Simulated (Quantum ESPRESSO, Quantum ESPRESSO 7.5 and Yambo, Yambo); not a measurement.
**A GW chain in Yambo: SrTiO3 (Tausonite)**

Aim: the G0W0 gap of SrTiO3 (Tausonite) on PBE, step by step.

Calculated with Quantum ESPRESSO 7.5 and Yambo 5.3.0; PBE and many-body steps on it, plane waves.

**What was measured.**

- Gap 3.77 eV: direct gap (M0 critical point); spectroscopic ellipsometry, second-derivative fit; 300 K; bulk crystal (commercial single crystal) (“Optical probe of ferroelectric order in bulk and thin film perovskite titanates”, 2013, arxiv:1309.1245).

## Step 1: The starting structure

The structure is cubic, space group Pm-3m (No. 221). The conventional cell has a = 3.905 Å, b = 3.905 Å, c = 3.905 Å, α = 90.00°, β = 90.00°, γ = 90.00°. Nearest to Sr lie 12 O at 2.76 Å. Ti has 6 O at 1.95 Å nearest. Nearest to O lie 2 Ti at 1.95 Å and 4 Sr at 2.76 Å. Farther neighbours and most contacts between anions are not listed.

The cell and positions come from the Crystallography Open Database and are kept as given unless a step says otherwise.

## Step 2: Ground state

This step: Quantum ESPRESSO 7.5; DFT, PBE, plane waves, norm-conserving pseudopotentials.

The ground-state density comes first.

pw.in

```
&control
  calculation = 'scf'
  prefix = 'x'
  outdir = 'o'
  pseudo_dir = 'pseudo'
/
&system
  ibrav = 0
  nat = 5
  ntyp = 3
  ecutwfc = 76.0
  nbnd = 26
  force_symmorphic = .true.
/
&electrons
  conv_thr = 1e-10
  electron_maxstep = 80
  mixing_beta = 0.5
/
ATOMIC_SPECIES
  Sr 87.62 Sr.upf
  Ti 47.867 Ti.upf
  O 15.999 O.upf
CELL_PARAMETERS angstrom
  3.9052800000 0.0000000000 0.0000000000
  0.0000000000 3.9052800000 0.0000000000
  0.0000000000 0.0000000000 3.9052800000
ATOMIC_POSITIONS crystal
  Sr 0.5000000000 0.5000000000 0.5000000000
  Ti 0.0000000000 0.0000000000 0.0000000000
  O 0.5000000000 0.0000000000 0.0000000000
  O 0.0000000000 0.5000000000 0.0000000000
  O 0.0000000000 0.0000000000 0.5000000000
K_POINTS automatic
  6 6 6 0 0 0
```

Run with:

```sh
OMP_NUM_THREADS=1 mpirun -n 4 pw.x -nk 4 -in pw.in > pw.out
```

The log of the run:

```text
Program PWSCF v.7.5 starts

     This program is part of the open-source Quantum ESPRESSO suite
     for quantum simulation of materials; please cite
         "P. Giannozzi et al., J. Phys.:Condens. Matter 21 395502 (2009);
         "P. Giannozzi et al., J. Phys.:Condens. Matter 29 465901 (2017);
         "P. Giannozzi et al., J. Chem. Phys. 152 154105 (2020);
     in publications or presentations arising from this work. More details at
     Message from routine setup:
     using ibrav=0 with symmetry is DISCOURAGED, use correct ibrav instead

     G-vector sticks info

     bravais-lattice index     =            0
     lattice parameter (alat)  =       7.3799  a.u.
     unit-cell volume          =     401.9325 (a.u.)^3
     number of atoms/cell      =            5
     number of atomic types    =            3
     number of electrons       =        40.00
     number of Kohn-Sham states=           26
     kinetic-energy cutoff     =      76.0000  Ry
     charge density cutoff     =     304.0000  Ry
     scf convergence threshold =      1.0E-10
     mixing beta               =       0.5000
     number of iterations used =            8  plain     mixing
     Exchange-correlation= PBE
                           (   1   4   3   4   0   0   0)

     celldm(1)=   7.379910  celldm(2)=   0.000000  celldm(3)=   0.000000
     celldm(4)=   0.000000  celldm(5)=   0.000000  celldm(6)=   0.000000

     crystal axes: (cart. coord. in units of alat)
               a(1) = (   1.000000   0.000000   0.000000 )
               a(2) = (   0.000000   1.000000   0.000000 )
               a(3) = (   0.000000   0.000000   1.000000 )

     reciprocal axes: (cart. coord. in units 2 pi/alat)
               b(1) = (  1.000000  0.000000  0.000000 )
               b(2) = (  0.000000  1.000000  0.000000 )
               b(3) = (  0.000000  0.000000  1.000000 )
     Pseudo is Norm-conserving + core correction, Zval = 10.0
     Generated using ONCVPSP code by D. R. Hamann
     Using radial grid of 1834 points,  6 beta functions with:
     Pseudo is Norm-conserving + core correction, Zval = 12.0
     Generated using ONCVPSP code by D. R. Hamann
     Using radial grid of 1586 points,  6 beta functions with:
     Pseudo is Norm-conserving + core correction, Zval =  6.0
     Generated using ONCVPSP code by D. R. Hamann
     Using radial grid of  936 points,  5 beta functions with:
     Sr               10.00    87.62000     Sr( 1.00)
     Ti               12.00    47.86700     Ti( 1.00)
     O                 6.00    15.99900     O ( 1.00)

     48 Sym. Ops., with inversion, found

   Cartesian axes

     site n.     atom                  positions (alat units)
         1        Sr     tau(   1) = (   0.5000000   0.5000000   0.5000000  )
         2        Ti     tau(   2) = (   0.0000000   0.0000000   0.0000000  )
         3        O      tau(   3) = (   0.5000000   0.0000000   0.0000000  )
         4        O      tau(   4) = (   0.0000000   0.5000000   0.0000000  )
         5        O      tau(   5) = (   0.0000000   0.0000000   0.5000000  )

     number of k points=    20
                       cart. coord. in units 2pi/alat
        k(    1) = (   0.0000000   0.0000000   0.0000000), wk =   0.0092593
        k(    2) = (   0.0000000   0.0000000   0.1666667), wk =   0.0555556
        k(    3) = (   0.0000000   0.0000000   0.3333333), wk =   0.0555556
        k(    4) = (   0.0000000   0.0000000  -0.5000000), wk =   0.0277778
        k(    5) = (   0.0000000   0.1666667   0.1666667), wk =   0.1111111
        k(    6) = (   0.0000000   0.1666667   0.3333333), wk =   0.2222222
        k(    7) = (   0.0000000   0.1666667  -0.5000000), wk =   0.1111111
        k(    8) = (   0.0000000   0.3333333   0.3333333), wk =   0.1111111
        k(    9) = (   0.0000000   0.3333333  -0.5000000), wk =   0.1111111
        k(   10) = (   0.0000000  -0.5000000  -0.5000000), wk =   0.0277778
     [... 8 further rows ...]
        k(   19) = (   0.3333333  -0.5000000  -0.5000000), wk =   0.0555556
        k(   20) = (  -0.5000000  -0.5000000  -0.5000000), wk =   0.0092593

     Dense  grid:    36041 G-vectors     FFT dimensions: (  45,  45,  45)

     Initial potential from superposition of free atoms

     starting charge      39.9901, renormalised to      40.0000
     Starting wfcs are   27 randomized atomic wfcs

     per-process dynamical memory:    37.5 Mb

     Self-consistent Calculation

     iteration #  1     ecut=    76.00 Ry     beta= 0.50

     total energy              =    -286.34907618 Ry
     estimated scf accuracy    <       1.82256532 Ry

     iteration #  2     ecut=    76.00 Ry     beta= 0.50

     total energy              =    -286.17705873 Ry
     estimated scf accuracy    <       4.23967324 Ry

     iteration #  3     ecut=    76.00 Ry     beta= 0.50

     total energy              =    -287.08882050 Ry
     estimated scf accuracy    <       0.24573359 Ry

     iteration #  4     ecut=    76.00 Ry     beta= 0.50

     total energy              =    -287.05739207 Ry
     estimated scf accuracy    <       0.08460359 Ry

     iteration #  5     ecut=    76.00 Ry     beta= 0.50

     total energy              =    -287.08113355 Ry
     estimated scf accuracy    <       0.01740189 Ry

     iteration #  6     ecut=    76.00 Ry     beta= 0.50

     total energy              =    -287.08120972 Ry
     estimated scf accuracy    <       0.00230544 Ry

     iteration #  7     ecut=    76.00 Ry     beta= 0.50

     total energy              =    -287.08179541 Ry
     estimated scf accuracy    <       0.00013899 Ry

     iteration #  8     ecut=    76.00 Ry     beta= 0.50

     total energy              =    -287.08179121 Ry
     estimated scf accuracy    <       0.00003260 Ry

     iteration #  9     ecut=    76.00 Ry     beta= 0.50

     total energy              =    -287.08179759 Ry
     estimated scf accuracy    <       0.00000017 Ry

     iteration # 10     ecut=    76.00 Ry     beta= 0.50

     total energy              =    -287.08179769 Ry
     estimated scf accuracy    <       0.00000005 Ry

     iteration # 11     ecut=    76.00 Ry     beta= 0.50

     total energy              =    -287.08179770 Ry
     estimated scf accuracy    <          2.1E-09 Ry

     iteration # 12     ecut=    76.00 Ry     beta= 0.50

     total energy              =    -287.08179770 Ry
     estimated scf accuracy    <          6.0E-10 Ry

     iteration # 13     ecut=    76.00 Ry     beta= 0.50

     total energy              =    -287.08179770 Ry
     estimated scf accuracy    <          1.3E-10 Ry

     iteration # 14     ecut=    76.00 Ry     beta= 0.50

     End of self-consistent calculation

          k = 0.0000 0.0000 0.0000 (  4457 PWs)   bands (ev):

   -46.3526 -22.6721 -22.6270 -22.6270 -22.6270  -7.3121  -6.3299  -6.3299
    -4.6610  -4.6610  -4.6610   7.2355   7.2355   7.2355   8.8811   8.8811
     8.8811   9.6917   9.6917   9.6917  11.9546  11.9546  11.9546  14.4349
    14.4349  15.5056

          k = 0.0000 0.0000 0.1667 (  4525 PWs)   bands (ev):

   -46.3523 -22.7135 -22.6263 -22.6263 -22.5975  -7.3308  -6.3234  -6.3201
    -4.6493  -4.6493  -4.4854   6.8839   7.2187   7.2187   8.5465   8.5465
     8.6549   8.9454   9.5443   9.5443  11.9947  12.5241  12.5241  14.4403
    15.1720  15.9448

          k = 0.0000 0.0000 0.3333 (  4500 PWs)   bands (ev):

   -46.3515 -22.7663 -22.6248 -22.6248 -22.5679  -7.4554  -6.3002  -6.1422
    -4.6257  -4.6257  -4.1970   6.1332   7.2026   7.2026   7.9492   7.9766
     7.9766   8.2598   9.3794   9.3794  12.0782  13.4535  13.4535  14.4470
    16.2106  16.9464

          k = 0.0000 0.0000-0.5000 (  4484 PWs)   bands (ev):

     [... further k-points ...]

     highest occupied, lowest unoccupied level (ev):    10.0469   11.9546

!    total energy              =    -287.08179770 Ry
     estimated scf accuracy    <          6.0E-12 Ry

     The total energy is the sum of the following terms:
     one-electron contribution =     -75.45083833 Ry
     hartree contribution      =      60.40589909 Ry
     xc contribution           =     -59.54529961 Ry
     ewald contribution        =    -212.49155884 Ry

     convergence has been achieved in  14 iterations

     XML data file, charge density, pseudopotentials, collected wavefunctions

=------------------------------------------------------------------------------=
   JOB DONE.
=------------------------------------------------------------------------------=
```

Elapsed: 15 s, on 4 MPI ranks of Intel Xeon 6975P-C (Granite Rapids), shared host; peak memory 0.35 GiB.

This step gave:

```yaml
total_energy: -3905.9468 eV
gap: 1.908 eV
k_of_the_valence_top: -0.5, -0.5, -0.5
k_of_the_conduction_bottom: 0, 0, 0
least_direct_gap: 2.263 eV
```

The gap is indirect, with the least direct gap 0.36 eV higher.

## Step 3: Bands along the symmetry lines

Levels along a band path, at the cheap level, show where the edges lie and whether the meshes to come will hold them.

pw.in

```
&control
  calculation = 'bands'
  prefix = 'x'
  outdir = 'o'
  pseudo_dir = 'pseudo'
/
&system
  ibrav = 0
  nat = 5
  ntyp = 3
  ecutwfc = 76.0
  nbnd = 26
  force_symmorphic = .true.
/
&electrons
  conv_thr = 1e-9
  electron_maxstep = 80
  diago_full_acc = .true.
  diago_thr_init = 5e-6
/
ATOMIC_SPECIES
  Sr 87.62 Sr.upf
  Ti 47.867 Ti.upf
  O 15.999 O.upf
CELL_PARAMETERS angstrom
  3.9052800000 0.0000000000 0.0000000000
  0.0000000000 3.9052800000 0.0000000000
  0.0000000000 0.0000000000 3.9052800000
ATOMIC_POSITIONS crystal
  Sr 0.5000000000 0.5000000000 0.5000000000
  Ti 0.0000000000 0.0000000000 0.0000000000
  O 0.5000000000 0.0000000000 0.0000000000
  O 0.0000000000 0.5000000000 0.0000000000
  O 0.0000000000 0.0000000000 0.5000000000
K_POINTS crystal
  50
  0.00000000 0.00000000 0.00000000 1
  0.00000000 0.06250000 0.00000000 1
  0.00000000 0.12500000 0.00000000 1
  0.00000000 0.18750000 0.00000000 1
  0.00000000 0.25000000 0.00000000 1
  0.00000000 0.31250000 0.00000000 1
  0.00000000 0.37500000 0.00000000 1
  0.00000000 0.43750000 0.00000000 1
  0.00000000 0.50000000 0.00000000 1
  0.06250000 0.50000000 0.00000000 1
  0.12500000 0.50000000 0.00000000 1
  0.18750000 0.50000000 0.00000000 1
  0.25000000 0.50000000 0.00000000 1
  0.31250000 0.50000000 0.00000000 1
  0.37500000 0.50000000 0.00000000 1
  0.43750000 0.50000000 0.00000000 1
  0.50000000 0.50000000 0.00000000 1
  0.43750000 0.43750000 0.00000000 1
  0.37500000 0.37500000 0.00000000 1
  0.31250000 0.31250000 0.00000000 1
  0.25000000 0.25000000 0.00000000 1
  0.18750000 0.18750000 0.00000000 1
  0.12500000 0.12500000 0.00000000 1
  0.06250000 0.06250000 0.00000000 1
  0.00000000 0.00000000 0.00000000 1
  0.06250000 0.06250000 0.06250000 1
  0.12500000 0.12500000 0.12500000 1
  0.18750000 0.18750000 0.18750000 1
  0.25000000 0.25000000 0.25000000 1
  0.31250000 0.31250000 0.31250000 1
  0.37500000 0.37500000 0.37500000 1
  0.43750000 0.43750000 0.43750000 1
  0.50000000 0.50000000 0.50000000 1
  0.43750000 0.50000000 0.43750000 1
  0.37500000 0.50000000 0.37500000 1
  0.31250000 0.50000000 0.31250000 1
  0.25000000 0.50000000 0.25000000 1
  0.18750000 0.50000000 0.18750000 1
  0.12500000 0.50000000 0.12500000 1
  0.06250000 0.50000000 0.06250000 1
  0.00000000 0.50000000 0.00000000 1
  0.50000000 0.50000000 0.50000000 1
  0.50000000 0.50000000 0.43750000 1
  0.50000000 0.50000000 0.37500000 1
  0.50000000 0.50000000 0.31250000 1
  0.50000000 0.50000000 0.25000000 1
  0.50000000 0.50000000 0.18750000 1
  0.50000000 0.50000000 0.12500000 1
  0.50000000 0.50000000 0.06250000 1
  0.50000000 0.50000000 0.00000000 1
```

The log of the run:

```text
[banner, memory and clock lines left out]
Program PWSCF v.7.5 starts

     Atomic positions and unit cell read from directory:
     o/x.save/

     Message from routine setup:
     using ibrav=0 with symmetry is DISCOURAGED, use correct ibrav instead

     G-vector sticks info

     bravais-lattice index     =            0
     lattice parameter (alat)  =       7.3799  a.u.
     unit-cell volume          =     401.9325 (a.u.)^3
     number of atoms/cell      =            5
     number of atomic types    =            3
     number of electrons       =        40.00
     number of Kohn-Sham states=           26
     kinetic-energy cutoff     =      76.0000  Ry
     charge density cutoff     =     304.0000  Ry
     Exchange-correlation= PBE
                           (   1   4   3   4   0   0   0)

     celldm(1)=   7.379910  celldm(2)=   0.000000  celldm(3)=   0.000000
     celldm(4)=   0.000000  celldm(5)=   0.000000  celldm(6)=   0.000000

     crystal axes: (cart. coord. in units of alat)
               a(1) = (   1.000000   0.000000   0.000000 )
               a(2) = (   0.000000   1.000000   0.000000 )
               a(3) = (   0.000000   0.000000   1.000000 )

     reciprocal axes: (cart. coord. in units 2 pi/alat)
               b(1) = (  1.000000  0.000000  0.000000 )
               b(2) = (  0.000000  1.000000  0.000000 )
               b(3) = (  0.000000  0.000000  1.000000 )
     Pseudo is Norm-conserving + core correction, Zval = 10.0
     Generated using ONCVPSP code by D. R. Hamann
     Using radial grid of 1834 points,  6 beta functions with:
     Pseudo is Norm-conserving + core correction, Zval = 12.0
     Generated using ONCVPSP code by D. R. Hamann
     Using radial grid of 1586 points,  6 beta functions with:
     Pseudo is Norm-conserving + core correction, Zval =  6.0
     Generated using ONCVPSP code by D. R. Hamann
     Using radial grid of  936 points,  5 beta functions with:
     Sr               10.00    87.62000     Sr( 1.00)
     Ti               12.00    47.86700     Ti( 1.00)
     O                 6.00    15.99900     O ( 1.00)

     48 Sym. Ops., with inversion, found

   Cartesian axes

     site n.     atom                  positions (alat units)
         1        Sr     tau(   1) = (   0.5000000   0.5000000   0.5000000  )
         2        Ti     tau(   2) = (   0.0000000   0.0000000   0.0000000  )
         3        O      tau(   3) = (   0.5000000   0.0000000   0.0000000  )
         4        O      tau(   4) = (   0.0000000   0.5000000   0.0000000  )
         5        O      tau(   5) = (   0.0000000   0.0000000   0.5000000  )

     number of k points=    50
                       cart. coord. in units 2pi/alat
        k(    1) = (   0.0000000   0.0000000   0.0000000), wk =   0.0400000
        k(    2) = (   0.0000000   0.0625000   0.0000000), wk =   0.0400000
        k(    3) = (   0.0000000   0.1250000   0.0000000), wk =   0.0400000
[...]
[... 38 further rows ...]
        k(   49) = (   0.5000000   0.5000000   0.0625000), wk =   0.0400000
        k(   50) = (   0.5000000   0.5000000   0.0000000), wk =   0.0400000

     Dense  grid:    36041 G-vectors     FFT dimensions: (  45,  45,  45)

     The potential is recalculated from file :
     o/x.save/charge-density

     Starting wfcs are   27 randomized atomic wfcs

     Band Structure Calculation

     End of band structure calculation

          k = 0.0000 0.0000 0.0000 (  4457 PWs)   bands (ev):

   -46.3527 -22.6721 -22.6271 -22.6271 -22.6271  -7.3121  -6.3299  -6.3299
    -4.6610  -4.6610  -4.6610   7.2355   7.2355   7.2355   8.8811   8.8811
     8.8811   9.6918   9.6918   9.6918  11.9546  11.9546  11.9546  14.4348
    14.4349  15.5056

          k = 0.0000 0.0625 0.0000 (  4485 PWs)   bands (ev):

[...]
14.5651  15.5703

          k = 0.0000 0.1250 0.0000 (  4509 PWs)   bands (ev):

[...]
14.8962  15.7606

[...]
k = 0.5000 0.5000 0.0625 (  4496 PWs)   bands (ev):

[...]
17.9539  18.3910

          k = 0.5000 0.5000 0.0000 (  4500 PWs)   bands (ev):

[...]
-4.5566  -4.2411  -4.2411   5.4282   5.5333   5.8694   7.2143   7.2143
     8.3223   8.4929   8.4929   9.9609  13.8855  13.8855  14.3484  15.4144
    17.9846  18.3561

     XML data file, pseudopotentials, collected wavefunctions
```

Wall time 10 s (4 MPI ranks); peak memory 0.29 GiB.

Numbers from this step:

* gap: 1.908 eV
* k of the valence top: 0.5, 0.5, 0.5
* k of the conduction bottom: 0, 0, 0
* least direct gap: 2.263 eV

The gap is 1.908 eV, as in the run before at this level.

Electronic bands along the path, in eV, zero at the top of the highest filled band:

```
    point  band 17  band 18  band 19  band 20  band 21  band 22  band 23  band 24
        Γ    -1.17    -0.36    -0.36    -0.36     1.91     1.91     1.91     4.39
  halfway    -1.66    -1.60    -0.60    -0.60     1.99     2.96     2.96     4.40
        X    -2.34    -1.96    -0.73    -0.73     2.07     3.83     3.83     4.40
  halfway    -1.86    -1.45    -1.32    -0.63     3.03     3.83     3.96     5.14
        M    -1.72    -1.55    -1.55    -0.09     3.84     3.84     4.30     5.37
  halfway    -1.69    -1.35    -1.06    -0.73     2.92     3.06     3.34     5.02
        Γ    -1.17    -0.36    -0.36    -0.36     1.91     1.91     1.91     4.39
  halfway    -2.78    -0.92    -0.92    -0.62     3.40     3.45     3.45     6.54
        R    -3.71     0.00     0.00     0.00     4.52     4.52     4.52     7.00
  halfway    -2.71    -0.94    -0.80    -0.52     3.53     4.03     4.05     6.50
        X    -2.34    -1.96    -0.73    -0.73     2.07     3.83     3.83     4.40
jump to R    -3.71     0.00     0.00     0.00     4.52     4.52     4.52     7.00
  halfway    -3.15    -0.66    -0.66    -0.04     4.12     4.12     4.41     6.82
        M    -1.72    -1.55    -1.55    -0.09     3.84     3.84     4.30     5.37
```

(Continued in part 2 of 3.)

[Paths, hosts, dates, memory and timing lines, banners, echoed tables and standing remarks are left out of the program output.]

[Logs are printed without paths, hosts, clocks, repeated set-up lines and the standing remarks that a program may print on its own settings, such as how far it seeks lower states.]

[Runs of the session that timed out or met a known fault of the program may be left out.]

[Hosts, paths, dates, database ids (printed as entryN), source tags and the programs' standing remarks are cut or masked in the printed files.]
